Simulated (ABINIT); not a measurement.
# A GW chain in ABINIT: MgO (Fm-3m), part 2 of 3

Wanted: ground state, empty states, screening and self-energy for MgO (Fm-3m).

ABINIT 10.8.3; PBE and many-body steps on it, plane waves. Known limits of the many-body steps: not at the basis limit; coarse k mesh.

So far. Step 2 (Ground state): The gap is direct, at Γ.

**3. Bands along the symmetry lines**

Level of this step: DFT, PBE, plane waves, norm-conserving pseudopotentials (ABINIT).

Levels along a band path, at the cheap level, show where the edges lie and whether the meshes to come will hold them.

The input, run.abi:

```
acell 3*1.0 Angstrom
rprim 
  -0.000000000000 2.097001392700 2.097001392700
  2.097001392700 0.000000000000 2.097001392700
  2.097001392700 2.097001392700 0.000000000000
ntypat 2
znucl 12 8
natom 2
typat 1 2
xred 
  0.000000000000 0.000000000000 0.000000000000
  0.500000000000 0.500000000000 0.500000000000
pp_dirpath "pseudos"
pseudos "Mg.upf, O.upf"
ecut 38
iscf -2
irdden 1
kptopt 0
nkpt 50
kpt 
  0.00000000 0.00000000 0.00000000
  0.06250000 0.00000000 0.06250000
  0.12500000 0.00000000 0.12500000
  0.18750000 0.00000000 0.18750000
  0.25000000 0.00000000 0.25000000
  0.31250000 0.00000000 0.31250000
  0.37500000 0.00000000 0.37500000
  0.43750000 0.00000000 0.43750000
  0.50000000 0.00000000 0.50000000
  0.51562500 0.03125000 0.51562500
  0.53125000 0.06250000 0.53125000
  0.54687500 0.09375000 0.54687500
  0.56250000 0.12500000 0.56250000
  0.57812500 0.15625000 0.57812500
  0.59375000 0.18750000 0.59375000
  0.60937500 0.21875000 0.60937500
  0.62500000 0.25000000 0.62500000
  0.37500000 0.37500000 0.75000000
  0.32812500 0.32812500 0.65625000
  0.28125000 0.28125000 0.56250000
  0.23437500 0.23437500 0.46875000
  0.18750000 0.18750000 0.37500000
  0.14062500 0.14062500 0.28125000
  0.09375000 0.09375000 0.18750000
  0.04687500 0.04687500 0.09375000
  0.00000000 0.00000000 0.00000000
  0.06250000 0.06250000 0.06250000
  0.12500000 0.12500000 0.12500000
  0.18750000 0.18750000 0.18750000
  0.25000000 0.25000000 0.25000000
  0.31250000 0.31250000 0.31250000
  0.37500000 0.37500000 0.37500000
  0.43750000 0.43750000 0.43750000
  0.50000000 0.50000000 0.50000000
  0.50000000 0.46875000 0.53125000
  0.50000000 0.43750000 0.56250000
  0.50000000 0.40625000 0.59375000
  0.50000000 0.37500000 0.62500000
  0.50000000 0.34375000 0.65625000
  0.50000000 0.31250000 0.68750000
  0.50000000 0.28125000 0.71875000
  0.50000000 0.25000000 0.75000000
  0.50000000 0.21875000 0.71875000
  0.50000000 0.18750000 0.68750000
  0.50000000 0.15625000 0.65625000
  0.50000000 0.12500000 0.62500000
  0.50000000 0.09375000 0.59375000
  0.50000000 0.06250000 0.56250000
  0.50000000 0.03125000 0.53125000
  0.50000000 0.00000000 0.50000000
istwfk *1
nband 15
nbdbuf 2
tolwfr 1e-08
nstep 40
prtwf 0
prtvol 0
indata_prefix "in"
outdata_prefix "out"
tmpdata_prefix "tmp"
```

On the command line:

```bash
$ OMP_NUM_THREADS=1 mpirun -n 4 abinit run.abi > log
```

Numbers of over 12 decimals in the logs are rounded to 6 here.

Log:

```text
.Version 10.8.3 of ABINIT. v10.8.2 released Aug 2026.

 Symmetries : space group Fm -3 m (#225); Bravais cF (face-center cubic)
[... echo of the input left out ...]
== DATASET  1 ==================================================================
-   mpi_nproc: 4, omp_nthreads: 1 (-1 if OMP is not activated)

--- !DatasetInfo
iteration_state: {dtset: 1, }
dimensions: {natom: 2, nkpt: 50, mband: 15, nsppol: 1, nspinor: 1, nspden: 1, mpw: 1411, }
cutoff_energies: {ecut:  38.0, pawecutdg:  -1.0, }
electrons: {nelect:   1.60000000E+01, charge:   0.00000000E+00, occopt:   1.00000000E+00, tsmear:   1.00000000E-02, }

 Real(R)+Recip(G) space primitive vectors, cartesian coordinates (Bohr,Bohr^-1):
 R(1)=  0.0000000  3.9627583  3.9627583  G(1)= -0.1261747  0.1261747  0.1261747
 R(2)=  3.9627583  0.0000000  3.9627583  G(2)=  0.1261747 -0.1261747  0.1261747
 R(3)=  3.9627583  3.9627583  0.0000000  G(3)=  0.1261747  0.1261747 -0.1261747
 Unit cell volume ucvol=  1.2445798E+02 bohr^3
 Angles (23,13,12)=  6.00000000E+01  6.00000000E+01  6.00000000E+01 degrees

 getcut: wavevector=  0.0000  0.0000  0.0000  ngfft=  32  32  32
         ecut(hartree)=     38.000   => boxcut(ratio)=   2.05769

--- Pseudopotential description ------------------------------------------------
- Mg Generated using ONCVPSP code by D. R. Hamann
- 12.00000  10.00000  171031                  znucl, zion, pspdat
12 -101130 1 -1 1510                          pspcod,pspxc,lmax,lloc,mmax
     nproj     2     2     0
  pspatm : epsatm=    9.22893308
         --- l  ekb(1:nproj) -->
             0    2.250005   -0.808630
             1   -6.469357   -2.503313
 pspatm: atomic psp has been read  and splines computed

- O Generated using ONCVPSP code by D. R. Hamann
-  8.00000   6.00000  171031                  znucl, zion, pspdat
12 -101130 2 -1 936                           pspcod,pspxc,lmax,lloc,mmax
     nproj     2     2     1
  pspatm : epsatm=    6.19545534
         --- l  ekb(1:nproj) -->
             0    6.056735    0.824024
[...]
2   -1.331955
 pspatm: atomic psp has been read  and splines computed

--------------------------------------------------------------------------------

================================================================================
 prteigrs : about to open file out_EIG
 Non-SCF case, kpt    1 (  0.00000  0.00000  0.00000), residuals and eigenvalues=
  3.62E-09  2.32E-09  3.41E-09  4.94E-09  9.15E-09  1.91E-09  5.29E-09  8.93E-09
  4.40E-09  1.83E-09  8.92E-09  2.29E-09  6.87E-09  3.16E-08  2.61E-07
 -2.4797E+00 -1.2578E+00 -1.2578E+00 -1.2578E+00 -4.5613E-01  1.7790E-01
  1.7790E-01  1.7790E-01  3.5778E-01  7.6721E-01  7.6721E-01  7.6721E-01
[...]
Non-SCF case, kpt    2 (  0.06250  0.00000  0.06250), residuals and eigenvalues=
  3.02E-09  8.62E-09  1.99E-09  6.39E-09  3.31E-09  3.28E-09  1.66E-09  3.81E-09
[...]
3.33E-09  1.27E-09  8.65E-10  3.46E-09  1.92E-09  1.81E-09  5.31E-09  4.86E-09
  4.55E-09  6.95E-10  6.38E-09  1.73E-09  4.85E-09  4.94E-08  4.13E-07
[...]
Non-SCF case, kpt   49 (  0.50000  0.03125  0.53125), residuals and eigenvalues=
[...]
Non-SCF case, kpt   50 (  0.50000  0.00000  0.50000), residuals and eigenvalues=
[...]
-2.4793E+00 -1.2606E+00 -1.2589E+00 -1.2589E+00 -3.9813E-01  2.7623E-02
  1.2827E-01  1.2827E-01  5.1764E-01  5.5107E-01  6.6414E-01  8.8312E-01
[...]
--- !ResultsGS
iteration_state: {dtset: 1, }
comment   : Summary of ground state results
lattice_vectors:
- [ -0.0000000,   3.9627583,   3.9627583, ]
- [  3.9627583,   0.0000000,   3.9627583, ]
- [  3.9627583,   3.9627583,   0.0000000, ]
lattice_lengths: [   5.60419,    5.60419,    5.60419, ]
lattice_angles: [ 60.000,  60.000,  60.000, ] # degrees, (23, 13, 12)
lattice_volume:   1.2445798E+02
convergence: {deltae:  0.000E+00, res2:  0.000E+00, residm:  9.981E-09, diffor:  0.000E+00, }
etotal    :  -7.60504444E+01
entropy   :   0.00000000E+00
fermie    :   1.77897150E-01
cartesian_stress_tensor: null
pressure_GPa: null
xred      :
- [  0.0000E+00,   0.0000E+00,   0.0000E+00, Mg]
- [  5.0000E-01,   5.0000E-01,   5.0000E-01,  O]
cartesian_forces: null
force_length_stats: {min: null, max: null, mean: null, }

 Integrated electronic density in atomic spheres:
 ------------------------------------------------
 Atom  Sphere_radius  Integrated_density
[...]
================================================================================

 ----iterations are completed or convergence reached----

 Mean square residual over all n,k,spin=   35.766E-10; max=  99.810E-10
 reduced coordinates (array xred) for    2 atoms
       0.000000000000      0.000000000000      0.000000000000
       0.500000000000      0.500000000000      0.500000000000

 cartesian coordinates (angstrom) at end:
    1      0.000000     0.000000     0.000000
    2      2.097001     2.097001     2.097001
 length scales=  1.889726125908  1.889726125908  1.889726125908 bohr
              =  1.000000000000  1.000000000000  1.000000000000 angstroms
 prteigrs : about to open file out_EIG
 Eigenvalues (hartree) for nkpt=  50  k points:
 kpt#   1, nband= 15, wtk=  1.00000, kpt=  0.0000  0.0000  0.0000 (reduced coord)
[...]
kpt#   2, nband= 15, wtk=  1.00000, kpt=  0.0625  0.0000  0.0625 (reduced coord)
[...]
kpt#   3, nband= 15, wtk=  1.00000, kpt=  0.1250  0.0000  0.1250 (reduced coord)
[...]
kpt#  49, nband= 15, wtk=  1.00000, kpt=  0.5000  0.0313  0.5313 (reduced coord)
  -2.47926   -1.26059   -1.25893   -1.25892   -0.39804    0.02832    0.12683    0.12764
   0.51993    0.55330    0.66333    0.87823    0.88457    1.12988    1.18625
 kpt#  50, nband= 15, wtk=  1.00000, kpt=  0.5000  0.0000  0.5000 (reduced coord)
  -2.47926   -1.26059   -1.25891   -1.25891   -0.39813    0.02762    0.12827    0.12827
   0.51764    0.55107    0.66414    0.88312    0.88312    1.12685    1.18428

== END DATASET(S) ==============================================================
================================================================================

 -outvars: echo values of variables after computation  --------
            nband          15
             nkpt          50
          spgroup         225
 [... the other variables as echoed above ...]

 Calculation completed.
```

It took 7.7 s on 4 MPI ranks of AMD EPYC 7571, shared host; peak memory 0.27 GiB; 30 s of CPU time.

Numbers from this step:

* gap: 4.895 eV
* k of the valence top: 0, 0, 0
* k of the conduction bottom: 0, 0, 0
* least direct gap: 4.895 eV

The gap is 4.895 eV, as in the run before at this level.

The electronic bands at the labelled points (eV, zero at the top of the highest filled band; v1 is the highest filled band, c1 the lowest empty one):

```tsv
point	v4	v3	v2	v1	c1	c2	c3	c4
Γ	-17.25	0.00	0.00	0.00	4.89	16.04	16.04	16.04
halfway	-16.47	-2.63	-0.74	-0.74	8.23	11.31	15.69	17.68
X	-15.67	-4.09	-1.35	-1.35	9.24	10.15	13.23	19.19
halfway	-15.66	-3.94	-1.80	-1.30	9.63	10.67	13.07	18.82
U	-15.65	-3.50	-2.72	-1.15	10.22	11.95	12.66	18.34
jump to K	-15.65	-3.50	-2.72	-1.15	10.22	11.95	12.66	18.34
halfway	-16.39	-2.94	-1.18	-0.39	8.32	12.13	15.56	18.15
Γ	-17.25	0.00	0.00	0.00	4.89	16.04	16.04	16.04
halfway	-16.63	-2.66	-0.34	-0.34	7.24	12.72	16.87	16.87
L	-15.90	-4.64	-0.65	-0.65	8.02	12.76	16.49	16.49
halfway	-15.76	-4.02	-1.94	-0.99	9.80	12.34	13.67	17.10
W	-15.61	-2.96	-2.96	-1.78	11.77	11.77	12.35	15.74
halfway	-15.64	-3.79	-1.90	-1.57	10.13	11.04	12.89	17.56
X	-15.67	-4.09	-1.35	-1.35	9.24	10.15	13.23	19.19
```

The electronic bands as a text plot (rows in eV, shown from -8.0 to 10.9 only):

```
   10.5 |       ++ +++++  ++++                         +     ++++
    9.7 |         +++ ++++    ++                      +       ++
    8.9 |       ++   +                              ++          +
    8.1 |     ++                +              +++++
    7.4 |    +                   ++         +++
    6.6 |                          ++      +
    5.8 |  ++                            ++
    5.0 |++                          ++++
    4.2 |
    3.4 |
    2.6 |
    1.8 |
    1.1 |
    0.3 |**                        ********
   -0.5 | ******            **********  *  ***********
   -1.3 |  **   ************    *  **    **         ******   ****
   -2.1 |    *         **   **** **        *          **  ****
   -2.9 |     ****       ***    *           *           ****
   -3.7 |         *** **********             **       ***   ****
   -4.5 |            *                         *******          *
   -5.2 |
   -6.0 |
   -6.8 |
   -7.6 |
         Γ           X  U|K            Γ         L        W     X
```

**4. Empty states on the mesh, 4×4×4 mesh, 25 bands**

The sums over transitions need many empty states on a uniform mesh; this step solves for them.

The input, run.abi:

```
acell 3*1.0 Angstrom
rprim 
  -0.000000000000 2.097001392700 2.097001392700
  2.097001392700 0.000000000000 2.097001392700
  2.097001392700 2.097001392700 0.000000000000
ntypat 2
znucl 12 8
natom 2
typat 1 2
xred 
  0.000000000000 0.000000000000 0.000000000000
  0.500000000000 0.500000000000 0.500000000000
pp_dirpath "pseudos"
pseudos "Mg.upf, O.upf"
ecut 38
ngkpt 4 4 4
nshiftk 1
shiftk 0 0 0
kptopt 1
chksymbreak 0
iscf -2
irdden 1
istwfk *1
nband 25
nbdbuf 4
tolwfr 1e-09
nstep 60
prtvol 0
indata_prefix "in"
outdata_prefix "out"
tmpdata_prefix "tmp"
```

Log:

```text
.Version 10.8.3 of ABINIT. v10.8.2 released Aug 2026.

 Symmetries : space group Fm -3 m (#225); Bravais cF (face-center cubic)
[... echo of the input left out ...]
== DATASET  1 ==================================================================
-   mpi_nproc: 4, omp_nthreads: 1 (-1 if OMP is not activated)

--- !DatasetInfo
iteration_state: {dtset: 1, }
dimensions: {natom: 2, nkpt: 8, mband: 25, nsppol: 1, nspinor: 1, nspden: 1, mpw: 1411, }
cutoff_energies: {ecut:  38.0, pawecutdg:  -1.0, }
electrons: {nelect:   1.60000000E+01, charge:   0.00000000E+00, occopt:   1.00000000E+00, tsmear:   1.00000000E-02, }

 Real(R)+Recip(G) space primitive vectors, cartesian coordinates (Bohr,Bohr^-1):
 R(1)=  0.0000000  3.9627583  3.9627583  G(1)= -0.1261747  0.1261747  0.1261747
 R(2)=  3.9627583  0.0000000  3.9627583  G(2)=  0.1261747 -0.1261747  0.1261747
 R(3)=  3.9627583  3.9627583  0.0000000  G(3)=  0.1261747  0.1261747 -0.1261747
 Unit cell volume ucvol=  1.2445798E+02 bohr^3
 Angles (23,13,12)=  6.00000000E+01  6.00000000E+01  6.00000000E+01 degrees

 getcut: wavevector=  0.0000  0.0000  0.0000  ngfft=  32  32  32
         ecut(hartree)=     38.000   => boxcut(ratio)=   2.05769

--- Pseudopotential description ------------------------------------------------
- Mg Generated using ONCVPSP code by D. R. Hamann
- 12.00000  10.00000  171031                  znucl, zion, pspdat
12 -101130 1 -1 1510                          pspcod,pspxc,lmax,lloc,mmax
     nproj     2     2     0
  pspatm : epsatm=    9.22893308
         --- l  ekb(1:nproj) -->
             0    2.250005   -0.808630
             1   -6.469357   -2.503313
 pspatm: atomic psp has been read  and splines computed

- O Generated using ONCVPSP code by D. R. Hamann
-  8.00000   6.00000  171031                  znucl, zion, pspdat
12 -101130 2 -1 936                           pspcod,pspxc,lmax,lloc,mmax
     nproj     2     2     1
  pspatm : epsatm=    6.19545534
         --- l  ekb(1:nproj) -->
             0    6.056735    0.824024
[...]
2   -1.331955
 pspatm: atomic psp has been read  and splines computed

--------------------------------------------------------------------------------

================================================================================
 prteigrs : about to open file out_EIG
 Non-SCF case, kpt    1 (  0.00000  0.00000  0.00000), residuals and eigenvalues=
  7.52E-10  1.32E-10  4.49E-10  8.84E-10  5.41E-11  2.71E-10  6.59E-10  1.43E-10
  8.93E-10  9.37E-11  2.27E-10  1.50E-10  2.79E-10  1.70E-10  5.05E-10  4.43E-10
  1.44E-10  1.61E-10  4.36E-10  7.58E-10  7.73E-10  4.08E-10  6.84E-08  1.55E-07
  2.31E-06
 -2.4797E+00 -1.2578E+00 -1.2578E+00 -1.2578E+00 -4.5613E-01  1.7790E-01
  1.7790E-01  1.7790E-01  3.5778E-01  7.6721E-01  7.6721E-01  7.6721E-01
  9.0692E-01  9.8181E-01  9.8181E-01  1.0811E+00  1.0811E+00  1.0811E+00
  1.5991E+00  1.5991E+00  1.5991E+00  1.6272E+00  2.0559E+00  2.0559E+00
  2.0559E+00
 prteigrs : prtvol=0 or 1, do not print more k-points.

--- !ResultsGS
iteration_state: {dtset: 1, }
comment   : Summary of ground state results
lattice_vectors:
- [ -0.0000000,   3.9627583,   3.9627583, ]
- [  3.9627583,   0.0000000,   3.9627583, ]
- [  3.9627583,   3.9627583,   0.0000000, ]
lattice_lengths: [   5.60419,    5.60419,    5.60419, ]
lattice_angles: [ 60.000,  60.000,  60.000, ] # degrees, (23, 13, 12)
lattice_volume:   1.2445798E+02
convergence: {deltae:  0.000E+00, res2:  0.000E+00, residm:  9.812E-10, diffor:  0.000E+00, }
etotal    :  -7.60504444E+01
entropy   :   0.00000000E+00
fermie    :   1.77897150E-01
cartesian_stress_tensor: null
pressure_GPa: null
xred      :
- [  0.0000E+00,   0.0000E+00,   0.0000E+00, Mg]
- [  5.0000E-01,   5.0000E-01,   5.0000E-01,  O]
cartesian_forces: null
force_length_stats: {min: null, max: null, mean: null, }

 Integrated electronic density in atomic spheres:
 ------------------------------------------------
 Atom  Sphere_radius  Integrated_density
[...]
================================================================================

 ----iterations are completed or convergence reached----

 Mean square residual over all n,k,spin=   33.843E-11; max=  98.121E-11
 reduced coordinates (array xred) for    2 atoms
       0.000000000000      0.000000000000      0.000000000000
       0.500000000000      0.500000000000      0.500000000000

 cartesian coordinates (angstrom) at end:
    1      0.000000     0.000000     0.000000
    2      2.097001     2.097001     2.097001
 length scales=  1.889726125908  1.889726125908  1.889726125908 bohr
              =  1.000000000000  1.000000000000  1.000000000000 angstroms
 prteigrs : about to open file out_EIG
 Eigenvalues (hartree) for nkpt=   8  k points:
 kpt#   1, nband= 25, wtk=  0.01563, kpt=  0.0000  0.0000  0.0000 (reduced coord)
  -2.47971   -1.25783   -1.25783   -1.25783   -0.45613    0.17790    0.17790    0.17790
   0.35778    0.76721    0.76721    0.76721    0.90692    0.98181    0.98181    1.08114
   1.08114    1.08114    1.59906    1.59906    1.59906    1.62719    2.05588    2.05588
   2.05588
 prteigrs : prtvol=0 or 1, do not print more k-points.

== END DATASET(S) ==============================================================
================================================================================

 -outvars: echo values of variables after computation  --------
            nband          25
             nkpt           8
          spgroup         225
 [... the other variables as echoed above ...]

 Calculation completed.
```

Elapsed: 4.7 s, on 4 MPI ranks; peak memory 0.21 GiB; 18 s of CPU time.

This step gave:

```yaml
gap: 4.895 eV
k_of_the_valence_top: 0, 0, 0
k_of_the_conduction_bottom: 0, 0, 0
least_direct_gap: 4.895 eV
k_points_computed: 8
lowest_point_of_the_top_converged_band_above_the_valence_top: 36.16 eV
```

On this mesh the gap is 4.895 eV.

**5. Screening, 4×4×4 mesh, 21 bands, screening to 108.8 eV**

The RPA dielectric matrix is built and inverted for each q.

This step: RPA screening on PBE, plane waves, norm-conserving pseudopotentials.

run.abi, as its differences from that of step 4:

```diff
@@ -20,10 +20,11 @@
 chksymbreak 0
-iscf -2
-irdden 1
 istwfk *1
-nband 25
-nbdbuf 4
-tolwfr 1e-09
-nstep 60
-prtvol 0
+occopt 1
+irdwfk 1
+optdriver 3
+nband 21
+ecuteps 4
+inclvkb 2
+awtr 1
+symchi 1
 indata_prefix "in"
```

Log:

```text
.Version 10.8.3 of ABINIT. v10.8.2 released Aug 2026.

 Symmetries : space group Fm -3 m (#225); Bravais cF (face-center cubic)
[... echo of the input left out ...]
== DATASET  1 ==================================================================
-   mpi_nproc: 4, omp_nthreads: 1 (-1 if OMP is not activated)

--- !DatasetInfo
iteration_state: {dtset: 1, }
dimensions: {natom: 2, nkpt: 8, mband: 21, nsppol: 1, nspinor: 1, nspden: 1, mpw: 1411, }
cutoff_energies: {ecut:  38.0, pawecutdg:  -1.0, }
electrons: {nelect:   1.60000000E+01, charge:   0.00000000E+00, occopt:   1.00000000E+00, tsmear:   1.00000000E-02, }

 SCREENING: Calculation of the susceptibility and dielectric matrices

 Based on a program developped by R.W. Godby, V. Olevano, G. Onida, and L. Reining.
 Incorporated in ABINIT by V. Olevano, G.-M. Rignanese, and M. Torrent.
.Using double precision arithmetic ; gwpc =  8

[... cell and pseudopotentials left out ...]
--------------------------------------------------------------------------------

 ==== K-mesh for the wavefunctions ====
 Number of points in the irreducible wedge :     8
[... list of points left out ...]
 Together with 48 symmetry operations and time-reversal symmetry
 yields    64 points in the full Brillouin Zone.

 ==== Q-mesh for the screening function ====
 Number of points in the irreducible wedge :     8
[... list of points left out ...]
 Together with 48 symmetry operations and time-reversal symmetry
 yields    64 points in the full Brillouin Zone.

 setmesh: FFT mesh size selected  =    24x   24x   24
          total number of points  =        13824

 vcoul_init : cutoff-mode = AUXILIARY_FUNCTION
 q-points for optical limit:   1
     1)      0.000010    0.000020    0.000030

- screening: taking advantage of time-reversal symmetry
- Maximum band index for partially occupied states nbvw = 8
- Remaining bands to be divided among processors   nbcw = 13
- Number of bands treated by each node ~3

 Number of electrons calculated from density =   16.0000; Expected =   16.0000
 average of density, n =  0.128557
 r_s =    1.2291
 omega_plasma =   34.5863 [eV]

 calculating chi0 at frequencies [eV] :
  1    0.000000E+00    0.000000E+00
  2    0.000000E+00    3.458631E+01

--------------------------------------------------------------------------------
  q-point number  1        q = ( 0.000000, 0.000000, 0.000000) [r.l.u.]
--------------------------------------------------------------------------------
[... chi0 elements left out ...]
 For q-point:  0.000010 0.000020 0.000030
  dielectric constant =   3.1408
  dielectric constant without local fields =   3.3317

  Average fulfillment of the sum rule on Im[epsilon] for q-point    1 :     19.41  [%]
[... wings left out ...]
  q-point number  2        q = ( 0.250000, 0.000000, 0.000000) [r.l.u.]
--------------------------------------------------------------------------------
[... chi0 elements left out ...]
  Average fulfillment of the sum rule on Im[epsilon] for q-point    2 :     39.94  [%]

 [... 6 further q-points ...]
```

Run time: 7.1 s. Hardware: 4 MPI ranks; peak memory 0.38 GiB; 27 s of CPU time.

Numbers from this step:

```
ε∞ with local fields, on this mesh, along the program's q direction : 3.141
the same without local fields                                       : 3.332
plasma frequency                                                    : 34.59 eV
plane waves in the screening matrix                                 : 59
```

Local fields lower ε∞ by 6 %. On a Γ-centred mesh this coarse the value itself is usually too large, while a short band sum pulls it down.

[end of part 2 of 3]

[Paths, hosts, dates, memory and timing lines, banners, echoed tables and standing remarks are left out of the program output.]

[Logs are printed without paths, hosts, clocks, repeated set-up lines and the standing remarks that a program may print on its own settings, such as how far it seeks lower states.]

[Runs of the session that timed out or met a known fault of the program may be left out.]

[No measured gap is set beside runs whose start may be inverted or whose files or cutoffs have a known fault.]

[Hosts, paths, dates, database ids (printed as entryN), source tags and the programs' standing remarks are cut or masked in the printed files.]

[G0W0 gaps are taken among the corrected bands and points alone; a level outside them can change the order at an edge.]

[Where Ansatz stands beside ABINIT at settings called matched, ABINIT's density can come from a denser mesh and the files from another edition; pairs whose starting gaps differed by over 0.03 eV were left out, so agreement reads better than it is.]
